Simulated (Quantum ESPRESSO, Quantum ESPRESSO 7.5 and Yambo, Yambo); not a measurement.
**Quasiparticle gap of Diamond (Fd-3m, 2 atoms a cell) in Yambo**

How does a plane-wave GW calculation on Diamond (Fd-3m, 2 atoms a cell) run from the first input to the gap?

Program: Quantum ESPRESSO 7.5 and Yambo 5.3.0. Level of theory: PBE and many-body steps on it, plane waves. Results are calculated unless marked as measured.

**Experimental background.**

- Gap 5.5 eV: band gap, experimental literature value; bulk crystal (quoted in “Fermi level pinning by defects can explain the large reported carbon 1s binding energy variations in diamond”, 2019, arxiv:1902.02958).

- Gap 5.47 eV: experimental band gap used as input; bulk crystal (quoted in “Enhanced Electron Emission Performance and Air‐Surface Stability in ScO‐Terminated Diamond for Thermionic Energy Converters”, 2024, pmc:11600692).

Report form: the programs' logs are mostly left out.

## 1. Set-up

The structure is cubic, space group Fd-3m (No. 227). The conventional cell has a = 3.567 Å, b = 3.567 Å, c = 3.567 Å, α = 90.00°, β = 90.00°, γ = 90.00°. Nearest to C lie 4 C at 1.54 Å.

The cell and positions come from the Crystallography Open Database and are kept as given unless a step says otherwise.

## 2. Ground state

This step: Quantum ESPRESSO 7.5; DFT, PBE, plane waves, norm-conserving pseudopotentials.

The ground-state density comes first.

The input, pw.in:

```
&control
  calculation = 'scf'
  prefix = 'x'
  outdir = 'o'
  pseudo_dir = 'pseudo'
/
&system
  ibrav = 0
  nat = 2
  ntyp = 1
  ecutwfc = 74.0
  nbnd = 9
  force_symmorphic = .true.
/
&electrons
  conv_thr = 1e-10
  electron_maxstep = 80
  mixing_beta = 0.5
/
ATOMIC_SPECIES
  C 12.011 C.upf
CELL_PARAMETERS angstrom
  -0.0000000000 1.7833700000 1.7833700000
  1.7833700000 -0.0000000000 1.7833700000
  1.7833700000 1.7833700000 0.0000000000
ATOMIC_POSITIONS crystal
  C 0.0000000000 0.0000000000 0.0000000000
  C 0.2500000000 0.2500000000 0.2500000000
K_POINTS automatic
  10 10 10 0 0 0
```

Launch:

```
$ OMP_NUM_THREADS=1 mpirun -n 4 pw.x -nk 4 -in pw.in > pw.out
```

It took 2.1 s on 4 MPI ranks of Arm Neoverse V1, shared host; peak memory 0.18 GiB; 8 s of CPU time.

This step gave:

| Quantity | Value |
| --- | --- |
| total energy | -327.5613 eV |
| gap | 4.229 eV |
| k of the valence top | 0, 0, 0 |
| k of the conduction bottom | 0, 0.4, 0.4 |
| least direct gap | 5.626 eV |

The gap is indirect, with the least direct gap 1.40 eV higher.

## 3. Bands along the symmetry lines

Levels along a band path, at the cheap level, show where the edges lie and whether the meshes to come will hold them.

The input, pw.in:

```
&control
  calculation = 'bands'
  prefix = 'x'
  outdir = 'o'
  pseudo_dir = 'pseudo'
/
&system
  ibrav = 0
  nat = 2
  ntyp = 1
  ecutwfc = 74.0
  nbnd = 10
  force_symmorphic = .true.
/
&electrons
  conv_thr = 1e-9
  electron_maxstep = 80
  diago_full_acc = .true.
  diago_thr_init = 5e-6
/
ATOMIC_SPECIES
  C 12.011 C.upf
CELL_PARAMETERS angstrom
  -0.0000000000 1.7833700000 1.7833700000
  1.7833700000 -0.0000000000 1.7833700000
  1.7833700000 1.7833700000 0.0000000000
ATOMIC_POSITIONS crystal
  C 0.0000000000 0.0000000000 0.0000000000
  C 0.2500000000 0.2500000000 0.2500000000
K_POINTS crystal
  50
  0.00000000 0.00000000 0.00000000 1
  0.06250000 0.00000000 0.06250000 1
  0.12500000 0.00000000 0.12500000 1
  0.18750000 0.00000000 0.18750000 1
  0.25000000 0.00000000 0.25000000 1
  0.31250000 0.00000000 0.31250000 1
  0.37500000 0.00000000 0.37500000 1
  0.43750000 0.00000000 0.43750000 1
  0.50000000 0.00000000 0.50000000 1
  0.51562500 0.03125000 0.51562500 1
  0.53125000 0.06250000 0.53125000 1
  0.54687500 0.09375000 0.54687500 1
  0.56250000 0.12500000 0.56250000 1
  0.57812500 0.15625000 0.57812500 1
  0.59375000 0.18750000 0.59375000 1
  0.60937500 0.21875000 0.60937500 1
  0.62500000 0.25000000 0.62500000 1
  0.37500000 0.37500000 0.75000000 1
  0.32812500 0.32812500 0.65625000 1
  0.28125000 0.28125000 0.56250000 1
  0.23437500 0.23437500 0.46875000 1
  0.18750000 0.18750000 0.37500000 1
  0.14062500 0.14062500 0.28125000 1
  0.09375000 0.09375000 0.18750000 1
  0.04687500 0.04687500 0.09375000 1
  0.00000000 0.00000000 0.00000000 1
  0.06250000 0.06250000 0.06250000 1
  0.12500000 0.12500000 0.12500000 1
  0.18750000 0.18750000 0.18750000 1
  0.25000000 0.25000000 0.25000000 1
  0.31250000 0.31250000 0.31250000 1
  0.37500000 0.37500000 0.37500000 1
  0.43750000 0.43750000 0.43750000 1
  0.50000000 0.50000000 0.50000000 1
  0.50000000 0.46875000 0.53125000 1
  0.50000000 0.43750000 0.56250000 1
  0.50000000 0.40625000 0.59375000 1
  0.50000000 0.37500000 0.62500000 1
  0.50000000 0.34375000 0.65625000 1
  0.50000000 0.31250000 0.68750000 1
  0.50000000 0.28125000 0.71875000 1
  0.50000000 0.25000000 0.75000000 1
  0.50000000 0.21875000 0.71875000 1
  0.50000000 0.18750000 0.68750000 1
  0.50000000 0.15625000 0.65625000 1
  0.50000000 0.12500000 0.62500000 1
  0.50000000 0.09375000 0.59375000 1
  0.50000000 0.06250000 0.56250000 1
  0.50000000 0.03125000 0.53125000 1
  0.50000000 0.00000000 0.50000000 1
```

Elapsed: 1.2 s, on 4 MPI ranks; peak memory 0.05 GiB; 4.6 s of CPU time.

This step gave:

```yaml
gap: 4.190 eV
k_of_the_valence_top: 0, 0, 0
k_of_the_conduction_bottom: 0.375, 0, 0.375
least_direct_gap: 5.626 eV
```

The gap is 4.190 eV, −0.039 eV from the run before at this level.

Electronic bands along the path, in eV, zero at the top of the highest filled band; v1 is the highest filled band, c1 the lowest empty one:

| point | v4 | v3 | v2 | v1 | c1 | c2 | c3 | c4 |
| --- | --- | --- | --- | --- | --- | --- | --- | --- |
| Γ | -21.49 | 0.00 | 0.00 | 0.00 | 5.63 | 5.63 | 5.63 | 13.33 |
| halfway | -19.21 | -4.52 | -4.13 | -4.13 | 4.49 | 10.32 | 11.62 | 11.62 |
| X | -12.78 | -12.78 | -6.32 | -6.32 | 4.83 | 4.83 | 16.82 | 16.82 |
| halfway | -12.69 | -12.52 | -7.58 | -6.08 | 5.06 | 6.73 | 16.13 | 16.47 |
| U | -12.99 | -11.74 | -9.33 | -5.38 | 5.74 | 10.80 | 14.39 | 15.64 |
| jump to K | -12.99 | -11.74 | -9.33 | -5.38 | 5.74 | 10.80 | 14.39 | 15.64 |
| halfway | -18.93 | -6.52 | -5.57 | -1.75 | 8.19 | 8.69 | 10.10 | 13.68 |
| Γ | -21.49 | 0.00 | 0.00 | 0.00 | 5.63 | 5.63 | 5.63 | 13.33 |
| halfway | -19.77 | -6.60 | -1.75 | -1.75 | 7.83 | 7.83 | 8.19 | 14.64 |
| L | -15.71 | -13.39 | -2.81 | -2.81 | 8.52 | 8.52 | 8.89 | 15.71 |
| halfway | -14.70 | -12.38 | -6.32 | -4.70 | 8.36 | 9.50 | 13.08 | 14.89 |
| W | -11.99 | -11.99 | -8.33 | -8.33 | 10.68 | 10.68 | 12.35 | 12.35 |
| halfway | -12.44 | -12.44 | -7.33 | -7.33 | 6.93 | 6.93 | 15.58 | 15.58 |
| X | -12.78 | -12.78 | -6.32 | -6.32 | 4.83 | 4.83 | 16.82 | 16.82 |

## 4. Empty states on the mesh, 6×6×6 mesh, 29 bands

The sums over transitions need many empty states on a uniform mesh; this step solves for them.

The input, pw.in:

```
&control
  calculation = 'nscf'
  prefix = 'x'
  outdir = 'o'
  pseudo_dir = 'pseudo'
/
&system
  ibrav = 0
  nat = 2
  ntyp = 1
  ecutwfc = 74.0
  nbnd = 29
  force_symmorphic = .true.
/
&electrons
  conv_thr = 1e-9
  electron_maxstep = 80
  diago_full_acc = .true.
  diago_thr_init = 5e-6
/
ATOMIC_SPECIES
  C 12.011 C.upf
CELL_PARAMETERS angstrom
  -0.0000000000 1.7833700000 1.7833700000
  1.7833700000 -0.0000000000 1.7833700000
  1.7833700000 1.7833700000 0.0000000000
ATOMIC_POSITIONS crystal
  C 0.0000000000 0.0000000000 0.0000000000
  C 0.2500000000 0.2500000000 0.2500000000
K_POINTS automatic
  6 6 6 0 0 0
```

It took 1.2 s on 4 MPI ranks; peak memory 0.05 GiB.

This step gave:

- gap: 4.207 eV
- k of the valence top: 0, 0, 0
- k of the conduction bottom: 0, 0.3333, 0.3333
- least direct gap: 5.626 eV
- k points computed: 16
- lowest point of the top converged band, above the valence top: 77.6833 eV

On this mesh the gap is 4.207 eV.

## 5. Conversion and set-up

This step: Yambo 5.3.0; conversion and set-up on PBE, plane waves, norm-conserving pseudopotentials.

The states are converted to the many-body program's format and the q mesh is built.

Launch:

```
$ (cd o/x.save; p2y > p2y.log; mv SAVE ../..); yambo > setup.log
```

Elapsed: 1.7 s, on 1 MPI rank; peak memory 0.23 GiB.

## 6. Screening and self-energy, 6×6×6 mesh, 29 bands, screening to 129.3 eV

G0W0 replaces the xc potential by the self-energy, built once from these orbitals. Only a window of levels is corrected, while the sums run over the empty bands that the input names.

This step: G0W0 on PBE, plane waves, norm-conserving pseudopotentials.

The input, gw1.in:

```
HF_and_locXC
gw0
dyson
ppa
em1d
rim_cut
RandQpts= 1000000
RandGvec= 1 RL
EXXRLvcs= 74 Ry
VXCRLvcs= 296 Ry
Chimod= "HARTREE"
% BndsRnXp
 1 | 29 |
%
NGsBlkXp= 9.5 Ry
% LongDrXp
 1 | 1 | 1 |
%
% GbndRnge
 1 | 29 |
%
DysSolver= "n"
ExtendOut
PPAPntXp= 27.21138 eV
% QPkrange
 1 | 16 | 2 | 8 |
%
```

Launch:

```
$ OMP_NUM_THREADS=1 mpirun -n 4 yambo -F gw1.in -J gw1 -C gw1 > gw1.log
```

Elapsed: 48 s, on 4 MPI ranks; peak memory 1.2 GiB; 3.1 min of CPU time.

Numbers from this step:

- G0W0 gap on the mesh: 5.455 eV
- starting gap on the mesh: 4.207 eV
- k of the valence top: 0, 0, 0
- k of the conduction bottom: 0, 0.3333, 0.3333
- least direct G0W0 gap on the computed points: 7.368 eV
- Z at the valence top: 0.8331
- Z at the conduction bottom: 0.842

The gap on the mesh goes from 4.21 eV to 5.46 eV, a correction of +1.25 eV. The start differs from the 4.23 eV found before because the two sample other k points.

Limits: finite bands, cutoff and mesh; coarse k mesh. v1 is the top filled band, c1 the lowest empty one. Levels before and after the correction, in eV, zero at the valence-band top of each column:

|  | conduction bottom | valence top |
| --- | --- | --- |
| Kohn-Sham | 4.21 | 0.00 |
| G0W0 | 5.46 | 0.00 |

|  | level | energy (eV) |
| --- | --- | --- |
| Kohn-Sham | Γ v3-v1 | 0.000 |
| Kohn-Sham | Γ c1-c3 | 5.626 |
| Kohn-Sham | Γ c4 | 13.329 |
| Kohn-Sham | (0 0.333 0.333) v3 | -7.186 |
| Kohn-Sham | (0 0.333 0.333) v2-v1 | -5.324 |
| Kohn-Sham | (0 0.333 0.333) c1 | 4.207 |
| Kohn-Sham | (0 0.333 0.333) c2 | 7.817 |
| Kohn-Sham | (0 0.333 0.333) c3-c4 | 14.074 |
| G0W0 | Γ v3-v1 | 0.000 |
| G0W0 | Γ c1-c3 | 7.368 |
| G0W0 | Γ c4 | 14.778 |
| G0W0 | (0 0.333 0.333) v3 | -7.930 |
| G0W0 | (0 0.333 0.333) v2-v1 | -5.733 |
| G0W0 | (0 0.333 0.333) c1 | 5.455 |
| G0W0 | (0 0.333 0.333) c2 | 9.027 |
| G0W0 | (0 0.333 0.333) c3-c4 | 16.311 |

## 7. Where the time went

Times are wall times on the hardware named with each run, good to a factor of about two.

| step | time | share | memory (GiB) |
| --- | --- | --- | --- |
| ground state | 2.1 s | 4 % | 0.18 |
| bands along the symmetry lines | 1.2 s | 2 % | 0.05 |
| empty states on the mesh | 1.2 s | 2 % | 0.05 |
| conversion and set-up | 1.7 s | 3 % | 0.23 |
| screening and self-energy | 48 s | 89 % | 1.2 |

## 8. Outcome

| Quantity | Value |
| --- | --- |
| PBE gap | 4.19 eV, indirect |
| G0W0 gap on the mesh | 5.46 eV |
| GW settings | 6×6×6 mesh, 29 bands, screening to 129.3 eV, Godby-Needs plasmon pole |
| known limits | not at the basis limit; coarse k mesh |

What this shows: G0W0 moves the gap on the mesh from 4.21 eV to 5.46 eV (+1.25 eV), with Z of 0.83 and 0.84 at the edges. The dearest step here is «screening and self-energy». Against experiment, by G0W0@PBE: the gap of 5.44 eV lies −0.06 eV from the measured 5.5 eV (kind not stated, quoted 2019); the gap of 5.44 eV lies −0.03 eV from the measured 5.47 eV (kind not stated, quoted 2024). The calculation has static nuclei and no excitons; a measured gap holds zero-point and thermal motion, which mostly lowers it. Bands and cutoff are finite, so the gap is not at the basis limit. The miss can reach some tenths of an eV and take either sign; the mesh is an error of its own. The 6×6×6 mesh is coarse for this cell, which bears on the long-range parts of exchange and screening.

[Paths, hosts, dates, memory and timing lines, banners, echoed tables and standing remarks are left out of the program output.]

[Logs are printed without paths, hosts, clocks, repeated set-up lines and the standing remarks that a program may print on its own settings, such as how far it seeks lower states.]

[Runs of the session that timed out or met a known fault of the program may be left out.]

[Hosts, paths, dates, database ids (printed as entryN), source tags and the programs' standing remarks are cut or masked in the printed files.]
